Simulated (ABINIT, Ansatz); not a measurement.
**How the form of the self-energy moves the gap of Cs2H6Pt (Fm-3m)**

How much does the gap of Cs2H6Pt (Fm-3m) depend on the approximation to the self-energy?

Method: LDA and many-body steps on it, plane waves, in ABINIT 10.8.3.

This is a report of a sequence of runs, with most program output left out.

### Step 1. Starting point

It takes space group Fm-3m (No. 225, cubic). The conventional cell has a = 8.972 Å, b = 8.972 Å, c = 8.972 Å, α = 90.00°, β = 90.00°, γ = 90.00°. Cs has 12 H at 3.23 Å nearest. H has 1 Pt at 1.64 Å and 4 H at 2.32 Å and 4 Cs at 3.23 Å nearest. Pt has 6 H at 1.64 Å nearest. Farther neighbours are not listed.

The cell and positions are those that the Materials Project relaxed with its own functionals (PBE, PBE+U or r2SCAN), kept fixed. Spin-orbit coupling is left out unless a step names it.

### Step 2. Empty states on the mesh, 2×2×2 mesh, 344 bands

This step: ABINIT 10.8.3; DFT, LDA, plane waves, norm-conserving pseudopotentials.

The sums over transitions need many empty states on a uniform mesh; this step solves for them.

run.abi

```
acell 3*1.0 Angstrom
rprim 
  0.000000000000 4.486174700000 4.486174700000
  4.486174700000 0.000000000000 4.486174700000
  4.486174700000 4.486174700000 0.000000000000
ntypat 3
znucl 55 1 78
natom 9
typat 1 1 2 2 2 2 2 2 3
xred 
  0.750000000000 0.750000000000 0.750000000000
  0.250000000000 0.250000000000 0.250000000000
  0.816861770000 0.816861770000 0.183138230000
  0.183138230000 0.816861770000 0.183138230000
  0.816861770000 0.183138230000 0.183138230000
  0.183138230000 0.183138230000 0.816861770000
  0.816861770000 0.183138230000 0.816861770000
  0.183138230000 0.816861770000 0.816861770000
  0.000000000000 0.000000000000 0.000000000000
pp_dirpath "pseudos"
pseudos "Cs.upf, H.upf, Pt.upf"
ecut 34
ngkpt 2 2 2
nshiftk 1
shiftk 0 0 0
kptopt 1
chksymbreak 0
iscf -2
irdden 1
istwfk *1
nband 344
nbdbuf 30
tolwfr 1e-09
nstep 60
prtvol 0
indata_prefix "in"
outdata_prefix "out"
tmpdata_prefix "tmp"
```

On the command line:

```
$ OMP_NUM_THREADS=1 mpirun -n 4 abinit run.abi > log
```

Elapsed: 5.6 min, on 4 MPI ranks of Arm Neoverse V1, shared host; peak memory 0.58 GiB.

This step gave:

| Item | Value |
| --- | --- |
| gap | 3.620 eV |
| k of the valence top | 0.5, 0.5, 0 |
| k of the conduction bottom | 0.5, 0.5, 0 |
| least direct gap | 3.620 eV |
| k points computed | 3 |
| lowest point of the top converged band, above the valence top | 73.8253 eV |

On this mesh the gap is 3.620 eV.

The density comes from a self-consistent run that is not shown.

### Step 3. Screening, 2×2×2 mesh, 140 bands, screening to 114.3 eV

The RPA dielectric matrix is built and inverted for each q.

This step: RPA screening on LDA, plane waves, norm-conserving pseudopotentials.

run.abi, as its differences from that of step 2:

```diff
@@ -27,10 +27,11 @@
 chksymbreak 0
-iscf -2
-irdden 1
 istwfk *1
-nband 344
-nbdbuf 30
-tolwfr 1e-09
-nstep 60
-prtvol 0
+occopt 1
+irdwfk 1
+optdriver 3
+nband 140
+ecuteps 4.2
+inclvkb 2
+awtr 1
+symchi 1
 indata_prefix "in"
```

Elapsed: 42 s, on 4 MPI ranks; peak memory 2.2 GiB; 2.8 min of CPU time.

Numbers from this step:

```
ε∞ with local fields, on this mesh, along the program's q direction : 2.768
the same without local fields                                       : 3.587
plasma frequency                                                    : 17.91 eV
plane waves in the screening matrix                                 : 531
```

Local fields lower ε∞ by 23 %. On a Γ-centred mesh this coarse the value itself is usually too large, while a short band sum pulls it down.

### Step 4. G0W0, Godby-Needs plasmon pole

The self-energy is evaluated for the states that the input lists, and the levels follow from it, in one-shot runs by the linearised quasiparticle equation.

This step: G0W0 on LDA, plane waves, norm-conserving pseudopotentials.

run.abi, as its differences from that of step 3:

```diff
@@ -30,8 +30,17 @@
 irdwfk 1
-optdriver 3
+optdriver 4
 nband 140
+gwcalctyp 0
+ecutsigx 34
+symsigma 1
+nkptgw 2
+kptgw 
+  0.5000000000 0.5000000000 0.0000000000
+  0.0000000000 0.0000000000 0.0000000000
+bdgw 
+  20 23
+  19 24
 ecuteps 4.2
-inclvkb 2
-awtr 1
-symchi 1
+irdscr 1
+ppmodel 1
 indata_prefix "in"
```

Run time: 22 s. Hardware: 4 MPI ranks; peak memory 1.6 GiB.

This step gave:

| Quantity | Value |
| --- | --- |
| G0W0 gap on the points computed | 5.727 eV |
| starting gap on the mesh | 3.620 eV |
| k of the valence top | 0.5, 0.5, 0 |
| k of the conduction bottom | 0.5, 0.5, 0 |
| Z at the valence top | 0.814 |
| Z at the conduction bottom | 0.855 |
| least direct G0W0 gap on the computed points | 5.727 eV |

The gap on the mesh goes from 3.62 eV to 5.73 eV, a correction of +2.11 eV.

### Step 5. G0W0, von der Linden-Horsch plasmon pole

run.abi, as its differences from that of step 4:

```diff
@@ -44,3 +44,3 @@
 irdscr 1
-ppmodel 1
+ppmodel 3
 indata_prefix "in"
```

Run time: 14 s. Hardware: 4 MPI ranks; peak memory 1.5 GiB; 55 s of CPU time.

Numbers from this step:

| Property | Result |
| --- | --- |
| G0W0 gap on the points computed | 5.98 eV |
| starting gap on the mesh | 3.620 eV |
| k of the valence top | 0.5, 0.5, 0 |
| k of the conduction bottom | 0.5, 0.5, 0 |
| Z at the valence top | 0.873 |
| Z at the conduction bottom | 0.906 |
| least direct G0W0 gap on the computed points | 5.98 eV |

Against G0W0 in ABINIT (2×2×2 mesh, 140 bands, screening to 114.3 eV, Godby-Needs plasmon pole), the gap moves by +0.253 eV.

### Step 6. G0W0, Hybertsen-Louie plasmon pole

run.abi, as its differences from that of step 5:

```diff
@@ -44,3 +44,3 @@
 irdscr 1
-ppmodel 3
+ppmodel 2
 indata_prefix "in"
```

Wall time 22 s (4 MPI ranks); peak memory 1.6 GiB.

This step gave:

```yaml
g0w0_gap_on_the_points_computed: 5.895 eV
starting_gap_on_the_mesh: 3.620 eV
k_of_the_valence_top: 0.5, 0.5, 0
k_of_the_conduction_bottom: 0.5, 0.5, 0
least_direct_g0w0_gap_on_the_computed_points: 5.895 eV
```

Against G0W0 in ABINIT (2×2×2 mesh, 140 bands, screening to 114.3 eV, Godby-Needs plasmon pole), the gap moves by +0.168 eV.

### Step 7. One-shot Hartree-Fock

This step: one-shot Hartree-Fock on LDA, plane waves, norm-conserving pseudopotentials.

run.abi, as its differences from that of step 6:

```diff
@@ -31,4 +31,4 @@
 optdriver 4
-nband 140
-gwcalctyp 0
+nband 25
+gwcalctyp 5
 ecutsigx 34
@@ -42,5 +42,4 @@
   19 24
-ecuteps 4.2
-irdscr 1
-ppmodel 2
+ixc_sigma 40
+fftgw 31
 indata_prefix "in"
```

It took 6.1 s on 4 MPI ranks; peak memory 0.39 GiB; 24 s of CPU time.

This step gave:

```yaml
quasiparticle_gap_on_the_points_computed: 10.15 eV
starting_gap_on_the_mesh: 3.620 eV
k_of_the_valence_top: 0.5, 0.5, 0
k_of_the_conduction_bottom: 0.5, 0.5, 0
least_direct_quasiparticle_gap_on_the_computed_points: 10.15 eV
```

Against G0W0 in ABINIT (2×2×2 mesh, 140 bands, screening to 114.3 eV, Godby-Needs plasmon pole), the gap moves by +4.423 eV.

### Step 8. Screening, 2×2×2 mesh, 140 bands, screening to 114.3 eV

This step: RPA screening on LDA, plane waves, norm-conserving pseudopotentials.

run.abi, as its differences from that of step 7:

```diff
@@ -30,16 +30,14 @@
 irdwfk 1
-optdriver 4
-nband 25
-gwcalctyp 5
-ecutsigx 34
-symsigma 1
-nkptgw 2
-kptgw 
-  0.5000000000 0.5000000000 0.0000000000
-  0.0000000000 0.0000000000 0.0000000000
-bdgw 
-  20 23
-  19 24
-ixc_sigma 40
-fftgw 31
+optdriver 3
+nband 140
+ecuteps 4.2
+inclvkb 2
+awtr 1
+symchi 1
+gwcalctyp 2
+nfreqre 16
+freqremax 40 eV
+nfreqim 8
+spmeth 1
+nomegasf 120
 indata_prefix "in"
```

The job ended after 61 s (4 MPI ranks; peak memory 4.2 GiB).

Numbers from this step:

```
ε∞ with local fields, on this mesh, along the program's q direction : 2.784
the same without local fields                                       : 3.619
plasma frequency                                                    : 17.91 eV
plane waves in the screening matrix                                 : 531
```

### Step 9. G0W0, contour deformation

This step: G0W0 on LDA, plane waves, norm-conserving pseudopotentials.

run.abi, as its differences from that of step 8:

```diff
@@ -30,14 +30,16 @@
 irdwfk 1
-optdriver 3
+optdriver 4
 nband 140
+gwcalctyp 2
+ecutsigx 34
+symsigma 1
+nkptgw 2
+kptgw 
+  0.5000000000 0.5000000000 0.0000000000
+  0.0000000000 0.0000000000 0.0000000000
+bdgw 
+  20 23
+  19 24
 ecuteps 4.2
-inclvkb 2
-awtr 1
-symchi 1
-gwcalctyp 2
-nfreqre 16
-freqremax 40 eV
-nfreqim 8
-spmeth 1
-nomegasf 120
+irdscr 1
 indata_prefix "in"
```

Wall time 15 s (4 MPI ranks); peak memory 2.3 GiB.

This step gave:

| Property | Result |
| --- | --- |
| G0W0 gap on the points computed | 5.692 eV |
| starting gap on the mesh | 3.620 eV |
| k of the valence top | 0.5, 0.5, 0 |
| k of the conduction bottom | 0.5, 0.5, 0 |
| least direct G0W0 gap on the computed points | 5.692 eV |

Against G0W0 in ABINIT (2×2×2 mesh, 140 bands, screening to 114.3 eV, Godby-Needs plasmon pole), the gap moves by −0.035 eV.

### Step 10. Side by side

Times are wall times on 4 MPI ranks of Arm Neoverse V1, shared host, good to a factor of about two. A run's time includes the screening step that it read.

```
                                     run   mesh  bands  screening cutoff (eV)  DFT gap (eV)  gap on the mesh (eV)  direct (eV)  ε∞ used   time
          G0W0, Godby-Needs plasmon pole  2×2×2    140                  114.3         3.620                 5.727        5.727     2.77   64 s
G0W0, von der Linden-Horsch plasmon pole  2×2×2    140                  114.3         3.620                 5.980        5.980     2.77   56 s
      G0W0, Hybertsen-Louie plasmon pole  2×2×2    140                  114.3         3.620                 5.895        5.895     2.77   64 s
                   one-shot Hartree-Fock  2×2×2      -                      -         3.620                10.150       10.150        -  6.1 s
               G0W0, contour deformation  2×2×2    140                  114.3         3.620                 5.692        5.692     2.78   76 s
```

### Step 11. Outcome

- G0W0, Godby-Needs plasmon pole: 5.727 eV
- G0W0, von der Linden-Horsch plasmon pole: 5.980 eV
- G0W0, Hybertsen-Louie plasmon pole: 5.895 eV
- one-shot Hartree-Fock: 10.150 eV
- G0W0, contour deformation: 5.692 eV
- known limits: not at the basis limit; no spin polarisation; d states lean on the start; no spin-orbit coupling; coarse k mesh

**Reading.** G0W0, von der Linden-Horsch plasmon pole: +0.253 eV against G0W0, Godby-Needs plasmon pole. G0W0, Hybertsen-Louie plasmon pole: +0.168 eV against G0W0, Godby-Needs plasmon pole. One-shot Hartree-Fock: +4.423 eV against G0W0, Godby-Needs plasmon pole. G0W0, contour deformation: −0.035 eV against G0W0, Godby-Needs plasmon pole. Bare exchange alone opens the gap to 10.15 eV; against G0W0, correlation takes back 4.42 eV. Bands and cutoff are finite, so the gap is not at the basis limit. The miss can reach some tenths of an eV and take either sign; the mesh is an error of its own. In the G0W0 runs levels were corrected at 2 k points alone, so a gap called «on the mesh» is the least over those, and an edge elsewhere would be missed. The 2×2×2 mesh is coarse for this cell, which bears on the long-range parts of exchange and screening. The runs have no spin polarisation. For a closed low-spin shell that is the natural state; where a d or f shell is open it is a constraint, and the gap is then not the crystal's own. With d states at the gap, one-shot GW leans hard on its start. The many-body steps are scalar-relativistic: spin-orbit coupling is not in them.

[Paths, hosts, dates, memory and timing lines, banners, echoed tables and standing remarks are left out of the program output.]

[Logs are printed without paths, hosts, clocks, repeated set-up lines and the standing remarks that a program may print on its own settings, such as how far it seeks lower states.]

[Runs of the session that timed out or met a known fault of the program may be left out.]

[Hosts, paths, dates, database ids (printed as entryN), source tags and the programs' standing remarks are cut or masked in the printed files.]

[G0W0 gaps are taken among the corrected bands and points alone; a level outside them can change the order at an edge.]

[Where Ansatz stands beside ABINIT at settings called matched, ABINIT's density can come from a denser mesh and the files from another edition; pairs whose starting gaps differed by over 0.03 eV were left out, so agreement reads better than it is.]
